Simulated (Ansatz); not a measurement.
# A hypothetical structure for Tl2FeO4, part 2 of 2

This structure for Tl2FeO4 is made up. Its elements were placed in a known structure type with a cell scaled to their sizes. What cell does the guess relax to, and how far off was it?

Ansatz 0.2.0; DFT, PBEsol, plane-wave PAW, files of the set soft_1, scalar-relativistic, ferromagnetic start, cell and ions relaxed at zero pressure; PAW set soft_1 (the session's first sound run).

So far: Set-up; Relaxation of the guess. The relaxed cell has a = 3.873, c = 12.075 Å (conventional setting).

### Step 3. Electronic structure of the relaxed cell

A second self-consistent run takes a narrower smearing and the mesh shown in its input; the bands follow along the standard path of the relaxed lattice.

This step: DFT, PBEsol, plane-wave PAW, files of the set soft_1, scalar-relativistic, ferromagnetic start, bands and density of states at the relaxed cell; PAW set soft_1 (Ansatz 0.2.0).

File input.yaml:

```yaml
crystal:
  lattice:
    - [-1.9364519182, 1.9364519182, 6.0375433603]
    - [1.9364519182, -1.9364519182, 6.0375433603]
    - [1.9364519182, 1.9364519182, -6.0375433603]
  atoms:
    - { symbol: Tl, position: [0.3454647411, 0.3454647411, 0.0] }
    - { symbol: Tl, position: [0.6545352589, 0.6545352589, 0.0] }
    - { symbol: Fe, position: [0.0, 0.0, 0.0], spin: 2.9 }
    - { symbol: O, position: [0.0, 0.5, 0.5] }
    - { symbol: O, position: [0.5, 0.0, 0.5] }
    - { symbol: O, position: [0.25, 0.75, 0.5] }
    - { symbol: O, position: [0.75, 0.25, 0.5] }
magnetization:
  spin_polarized: true
kpoints:
  mp_grid: { grid: [12, 12, 12] }
  band_path:
    path:
      - [[0.0, 0.0, 0.0], [-0.5, 0.5, 0.0], [-0.5, 0.5, -0.05143549], [-0.27571775, 0.27571775, -0.27571775], [0.0, 0.0, 0.0], [0.5, 0.5, -0.5], [0.27571775, 0.72428225, -0.72428225], [0.0, 0.5, -0.5], [-0.25, 0.75, -0.25], [0.05143549, 0.94856451, -0.5], [0.5, 0.5, -0.5]]
      - [[-0.5, 0.5, 0.0], [-0.25, 0.75, -0.25]]
    npoints: 7
scf:
  occupations: { method: fermi_dirac, width: 0.03 }
  n_extra_bands: 13
hamiltonian:
  xc: pbesol
  pseudopotentials: { kind: paw, azcp: { folder: soft_1 }, xc_functional: pbe }
output:
  forces: true
  stress: true
  write_bands: true
  dos: { projected: true }
  write_density: true
  write_potential: true
  elf: true
  volumetric_format: npy
```

The run is started by

```
$ ansatz run input.yaml --threads 4 --pin off --max-ram 10240MiB --backend cpu --events-out ev --progress --plain --runs-dir out
```

Numbers of over 12 decimals in the logs are rounded to 6 here.

Log:

```text
[...]
Crystal: 7 atoms, lattice volume = 90.559 Å³
Basis set: ecut = 420 eV, 1761 PW (Γ), FFT grids on a1−a2, a2, a1+a3, exchange–correlation on 80×90×54 points (8 copies of the dense FFT grid, shifted against one another)
Bands: 46, of which v1, the nominal top of the filled ones, is band 33 counted from 1 (32 counted from 0)
Symmetry: 16 space group operations
[...]
k-points: 163 of 1728
[...]
Starting moments: Σ|m| = 2.9 μB on 1 of 7 sites
[...]
SCF iter   1: F=—  HF=-29281.477159 eV  |F-HF|=—  |Δ(HF+E_count)|=         —  Δρ=4.91e-2 (↑4.91e-2 ↓4.13e-2)  dr2=4.74e0  dr2_m=2.84e-1  M=3.196 μB ∫|m|=3.240 μB  β_m=0.30  ethr=3.10e-3  ⟨swp⟩=6.0  Hψ=57311  notcnv=0  defer=50
[...]
SCF iter  15: F=-29281.660700 eV  HF=-29281.660700 eV  |F-HF|=8.51e-10  |Δ(HF+E_count)|=   5.94e-9  Δρ=9.20e-7 (↑6.21e-7 ↓9.20e-7)  dr2=1.33e-9  dr2_m=1.07e-10  M=3.446 μB ∫|m|=3.514 μB  ethr=8.27e-11  ⟨swp⟩=11.5  Hψ=93869  notcnv=0
SCF 1 converged in 15 iterations: F = -29281.660700 eV  dr2 = 1.33e-9
[...]
NSCF: frozen V_eff on 79 k-points
SCF converged after 15 iterations
Magnetization: 3.4464 μB (34.7232 up, 31.2768 down)
Absolute magnetization: 3.5138 μB (∫|ρ↑−ρ↓|, with the PAW one-centre terms)
[...]
Per-site moments (μB) at R_I (Å): [(0.00769721, 0.929606), (0.00769721, 0.929606), (2.797994, 0.798786), (0.127641, 0.798786), (0.127641, 0.798786), (-0.00175488, 0.929606), (-0.00175488, 0.929606)]
Free energy (F): -29281.660700 eV
[...]
Internal energy: -29281.650204 eV  (E = F + TS)
E sigma→0 (E₀):  -29281.655452 eV
Entropy (-TS):   -0.010496 eV (-1.499 meV/atom)
Fermi energy:    11.230219 eV
[...]
--- Forces (eV/Å), atoms counted from 1 ---
  atom   1  Tl     0.00000000    -0.00000000    -0.00708952
  atom   2  Tl    -0.00000000     0.00000000     0.00708952
  atom   3  Fe     0.00000000     0.00000000    -0.00000000
  atom   4  O      0.00000000     0.00000000     0.00000000
  atom   5  O     -0.00000000     0.00000000     0.00000000
  atom   6  O      0.00000000     0.00000000     0.00000000
  atom   7  O     -0.00000000    -0.00000000     0.00000000
  max |Σ_I F_I| component: 2.60e-18 eV/Å
--- Stress (GPa, compression-positive) ---
       -0.558515       0.000000       0.000000
        0.000000      -0.558515       0.000000
        0.000000      -0.000000       0.041661
  P = ⅓ Tr σ = -0.3585 GPa (-3.585 kbar)
--- Band table (eV; the first three rows and the last of 326) ---
  k-point 0 ↑: bands = [... 29 lower, 8.4586, 8.4586, 9.0005, 9.4540, 9.5409, 9.5409, 9.5485, 13.1416, ... 9 higher]
  k-point 1 ↑: bands = [... 29 lower, 8.5025, 8.5432, 9.2223, 9.2993, 9.5405, 9.7179, 9.9446, 13.1622, ... 9 higher]
  k-point 2 ↑: bands = [... 29 lower, 8.8289, 8.8568, 8.9332, 9.0291, 9.6922, 10.5315, 10.7124, 13.0569, ... 9 higher]
  k-point 162 ↓: bands = [... 29 lower, 9.6482, 10.7732, 10.7997, 11.1318, 11.1471, 11.1471, 11.9263, 11.9548, ... 9 higher]
```

Elapsed: 36 s, on 4 threads of AMD EPYC 7B13 (Zen 3), shared host; peak memory 1.1 GiB.

Reading the cycles: dr2 is the Hartree energy of the density residual (eV), the measure of convergence; HF is the Harris–Foulkes estimate of the energy, which meets the free energy F at convergence.

Numbers from this step:

```
free energy             : -29281.6607 eV
energy at zero smearing : -29281.6555 eV
smearing term TS        : 0.01050 eV
Fermi energy            : 11.23 eV
magnetization           : 3.446 μB
absolute magnetization  : 3.514 μB
site moments            : 0.007697, 0.007697, 2.798, 0.1276, 0.1276, -0.001755, -0.001755 μB
pressure                : -0.3585 GPa
```

bands.tsv at the labelled points (eV, zero at the Fermi level; the bands that come nearest the Fermi level along the path):

```
point  band_34_up  band_35_up  band_36_up  band_30_dn  band_31_dn  band_32_dn  band_33_dn  band_34_dn
    Γ       -1.69       -1.68        1.91       -1.64       -0.46        0.03        0.04        0.04
    X       -0.13        1.93        2.11       -0.39       -0.11        0.63        1.30        1.30
    Y       -0.06        1.90        2.00       -0.38       -0.04        0.61        1.24        1.28
    S       -0.59        1.14        1.27       -0.32        0.04        0.85        1.12        1.33
    Γ       -1.69       -1.68        1.91       -1.64       -0.46        0.03        0.04        0.04
    Z       -1.59       -0.26        0.58       -0.46       -0.43       -0.10       -0.08       -0.08
   S1       -0.59        1.14        1.27       -0.32        0.04        0.85        1.12        1.33
    N       -0.57        1.18        1.21       -0.34        0.05        0.88        1.16        1.26
    P       -0.06        1.85        2.11       -0.54        0.13        0.59        1.30        1.30
   Y1       -0.06        1.90        2.00       -0.38       -0.04        0.61        1.24        1.28
    Z       -1.59       -0.26        0.58       -0.46       -0.43       -0.10       -0.08       -0.08
    X       -0.13        1.93        2.11       -0.39       -0.11        0.63        1.30        1.30
    P       -0.06        1.85        2.11       -0.54        0.13        0.59        1.30        1.30
```

Site moment by atom:

| atom | site moment (μB) |
| --- | --- |
| Tl1 | 0.01 |
| Tl2 | 0.01 |
| Fe3 | 2.80 |
| O4 | 0.13 |
| O5 | 0.13 |
| O6 | 0.00 |
| O7 | 0.00 |

Spin density in the ac plane of the conventional cell at fractional y = 0.000, with atoms of Tl and Fe and O within 0.2 Å of it.

Ten even steps from '0' (0.0 e/Å³) to '9' (4.9 e/Å³), each cell a mean:
```
64100000000025
00000000000000
00000000000000
00000000000000
00000000000000
00000000000000
00000000000000
00000000000000
00000000000000
00000000000000
00000000000000
00000000000000
00000000000000
00000000000000
00000000000000
00000000000000
00000000000000
00000000000000
00000000000000
00000000000000
00000000000000
00000000000000
00000000000000
95100000000027
```
Columns run along a (3.9 Å), rows up along c (12.1 Å), edges of the conventional cell, whose origin can differ from the input's. Atoms in or near the plane, at fractional coordinates: Tl at (0.00, 0.35), Tl at (0.00, 0.65), Fe at (0.00, 0.00), O at (0.50, 0.00), O at (0.50, 0.50), O at (0.50, 0.25), O at (0.50, 0.75).

Valence density in the ac plane of the conventional cell at fractional y = 0.000, with atoms of Tl and Fe and O within 0.2 Å of it. It is the smooth field of the valence electrons, not physical close to the nuclei.

Ten steps, logarithmic in the rise over the least value, from '0' (0 e/Å³) to '9' (24 e/Å³), each cell a mean:
```
97523466542368
33111122211123
00000000000000
00000001000000
00001234321000
10013567642100
43223466542234
66532222222456
76531000012456
54321001001244
11111234321111
00013567642000
00012466531000
22111122211122
55421000001345
76531111112466
65422334322355
32213567642122
00012466531000
00001122210000
00000000000000
11000001000001
64211234321135
98523567642379
```
Columns run along a (3.9 Å), rows up along c (12.1 Å), edges of the conventional cell, whose origin can differ from the input's. Atoms in or near the plane, at fractional coordinates: Tl at (0.00, 0.35), Tl at (0.00, 0.65), Fe at (0.00, 0.00), O at (0.50, 0.00), O at (0.50, 0.50), O at (0.50, 0.25), O at (0.50, 0.75).

Electrostatic potential energy in the ac plane of the conventional cell at fractional y = 0.000, with atoms of Tl and Fe and O within 0.2 Å of it. With pseudopotentials it is smooth inside the atoms' cores, unlike the true potential.

Ten even steps from '_' (-38 eV) to '@' (15 eV), each cell a mean:
```
____::##%%++::..--**%%++..__
++**##@@@@@@%%%%@@@@@@%%##++
@@@@@@@@@@@@@@@@@@@@@@@@@@@@
@@@@@@@@@@@@@@@@@@@@@@@@@@@@
@@@@@@@@@@%%##**##@@@@@@@@@@
%%@@@@@@%%==..__::++@@@@@@@@
--==**%%%%++::..--**%%##++==
....::++%%@@%%%%@@@@##--....
......++%%@@@@@@@@@@##--....
::--++##@@@@@@@@@@@@%%**==::
%%%%@@@@@@%%##**##@@@@@@%%%%
@@@@@@@@%%==..__::++@@@@@@@@
@@@@@@@@@@++::..--##@@@@@@@@
**##%%@@@@@@%%%%@@@@@@%%##**
....--**%%@@@@@@@@@@%%++::..
......==%%@@@@@@@@@@##--....
....--**%%%%##**##%%%%++::..
****%%%%%%==..__::++@@%%##**
@@@@@@@@@@++::..--##@@@@@@@@
@@@@@@@@@@@@@@%%@@@@@@@@@@@@
@@@@@@@@@@@@@@@@@@@@@@@@@@@@
%%@@@@@@@@@@@@@@@@@@@@@@@@@@
::--**%%@@%%##**##@@@@##++--
____..**##--..__::++%%==____
```
Columns run along a (3.9 Å; values clipped at the 3rd and 97th percentile), rows up along c (12.1 Å), edges of the conventional cell, whose origin can differ from the input's. Atoms in or near the plane, at fractional coordinates: Tl at (0.00, 0.35), Tl at (0.00, 0.65), Fe at (0.00, 0.00), O at (0.50, 0.00), O at (0.50, 0.50), O at (0.50, 0.25), O at (0.50, 0.75).

### Step 4. What came out

```yaml
space_group_relaxed: I4/mmm
conventional_cell: a = 3.873, b = 3.873, c = 12.075 Å; α = 90.0°, β = 90.0°, γ = 90.0°
volume_per_atom: 12.94 Å³ (guess 13.11)
total_moment: 3.55 μB in the cell of 7 atoms
```

What this shows: Tl2FeO4 relaxes to I4/mmm with a = 3.873, b = 3.873 and c = 12.075 Å. The guessed volume was near the relaxed one. The space group I4/mmm was held in the relaxation, so the end point is a stationary structure within it and may be a saddle against distortions or other arrangements. The input starts from parallel moments, and no other start was typed. Bands cross the Fermi level, so it is a metal or semimetal at this level. On the 12×12×12 mesh with the narrower smearing (relaxed on 9×9×9) the largest force component is 0.007 eV/Å and the largest stress component is 0.559 GPa, against the relaxation's thresholds of 0.015 eV/Å and 0.05 GPa. The cutoff wasn't tested. Spin-orbit coupling is left out, which can matter for elements this heavy. No dispersion term is used, so weakly bound directions may come out too long. Nothing here tests whether the compound is stable against decomposition.

[Logs are printed without paths, hosts, clocks, repeated set-up lines and the standing remarks that a program may print on its own settings, such as how far it seeks lower states.]

[Hosts, paths, dates, database ids (printed as entryN), source tags and the programs' standing remarks are cut or masked in the printed files.]
